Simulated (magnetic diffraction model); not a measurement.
# Solving a magnetic structure from powder neutron data: InGaFeS₄

Space group R3m (no. 160), a = 4.1340 Å, c = 29.6410 Å.

| site | atom | x | y | z |
| --- | --- | --- | --- | --- |
| 3a | In | 0 | 0 | 0.0009 |
| 3a | Ga | 0 | 0 | 0.2107 |
| 3a | Fe | 2/3 | 1/3 | 0.1201 |
| 3a | S | 0 | 0 | 0.2888 |
| 3a | S | 2/3 | 1/3 | 0.0382 |
| 3a | S | 0 | 0 | 0.1325 |
| 3a | S | 2/3 | 1/3 | 0.2040 |

This is a made-up structure (elements placed in a structure type, unrelaxed), so the numbers test the method and describe no known phase.

Only Fe is taken to order (form factors of Fe2+); orders and moment sizes are assumed, and not adapted to the symmetry. Radiation: neutrons of λ = 1.8 Å, 5° to 55°; isotropic B of 0.69 Å² (In), 0.76 Å² (Ga), 0.73 Å² (Fe) and 1.03 Å² (S). Simulated constant-wavelength pattern: nuclear and magnetic terms add, the magnetic one as |2.695 fm × Σ f S⊥ exp(2πi Q·r) exp(−B s²)|², summed over all Q at one angle with the factor 1/(sin²θ cos θ). For collinear order S is the moment m, which repeats by lattice and centring translations R with the sign exp(−2πi k·R). Free-ion form factors, Sears's scattering lengths of 1992, no absorption; a label names one of the reflections at its angle. The strongest nuclear line in the range is 100, and lines under 0.2 are left out.

Above the ordering temperature:

```tsv
2θ (°)	index	I
10.45	(0 0 3)	40.7
20.99	(0 0 6)	2.2
29.34	(1 0 1)	31.9
29.98	(0 1 2)	70.9
31.72	(0 0 9)	22.9
32.42	(1 0 4)	28.5
34.16	(0 1 5)	25.6
38.44	(1 0 7)	0.9
40.92	(0 1 8)	2.0
42.74	(0 0 12)	23.6
46.43	(1 0 10)	43.8
49.42	(0 1 11)	7.4
51.62	(1 1 0)	100.0
52.83	(1 1 3)	10.4
54.19	(0 0 15)	4.6
```

Below it (cell unchanged):

```
2θ (°)      I
  5.22  305.4
 10.45   40.7
 15.71   30.6
 20.99    2.2
 26.33    9.0
 29.17   10.4
 29.34   31.9
 29.98   70.9
 30.45   10.0
 31.68    9.5
 31.72   22.9
 32.42   28.5
 34.16   25.6
 35.13    8.1
 37.18    3.5
 37.28    7.1
 38.44    0.9
 40.92    2.0
 42.23    5.3
 42.74   23.6
 44.99    4.5
 46.43   43.8
 48.40    1.5
 49.42    7.4
 50.97    3.0
 51.62  100.0
 51.93    3.5
 52.83   10.4
 54.16    2.5
 54.19    4.6
 54.30    3.2
```

**Question.** Find the propagation vector, then choose among these models:
A. collinear moments along [120], 3.82 μB on Fe
B. collinear moments along [101], 3.82 μB on Fe
C. collinear moments along [100], 3.82 μB on Fe

The new lines index as (0 0 3/2) at 5.22°, (0 0 9/2) at 15.71°, (0 0 15/2) at 26.33° and (0 1 1/2) at 29.17°, that is as H ± k with k = (0 0 3/2). Half indices mean that the moments reverse under translations with k·R a half-integer, and the magnetic cell has twice the primitive volume.

Magnetic intensity, observed (below minus above) and for each model:

| 2θ (°) | index | observed | A | B | C |
| --- | --- | --- | --- | --- | --- |
| 5.22 | (0 0 3/2) | 305.4 | 305.4 | 5.8 | 305.4 |
| 15.71 | (0 0 9/2) | 30.6 | 30.6 | 0.6 | 30.6 |
| 26.33 | (0 0 15/2) | 9.0 | 9.0 | <0.2 | 9.0 |
| 29.17 | (0 1 1/2) | 10.4 | 10.4 | 20.4 | 10.4 |
| 30.45 | (1 0 5/2) | 10.0 | 10.0 | 16.8 | 10.0 |
| 31.68 | (0 1 7/2) | 9.5 | 9.5 | 14.0 | 9.5 |
| 37.18 | (0 0 21/2) | 3.5 | 3.5 | <0.2 | 3.5 |
| 51.93 | (1 1 3/2) | 3.5 | 3.5 | 6.7 | 3.5 |

Models A and C match alike on every line, so these data can't choose among them (such ties are often domains of one structure): a powder sees only the angle between collinear moments and the unique axis of a uniaxial spin configuration, and no direction at all where the configuration is cubic.

The structure used: k = (0 0 3/2), collinear moments along [100], 3.82 μB on Fe.

[Logs are printed without paths, hosts, clocks, repeated set-up lines and the standing remarks that a program may print on its own settings, such as how far it seeks lower states.]
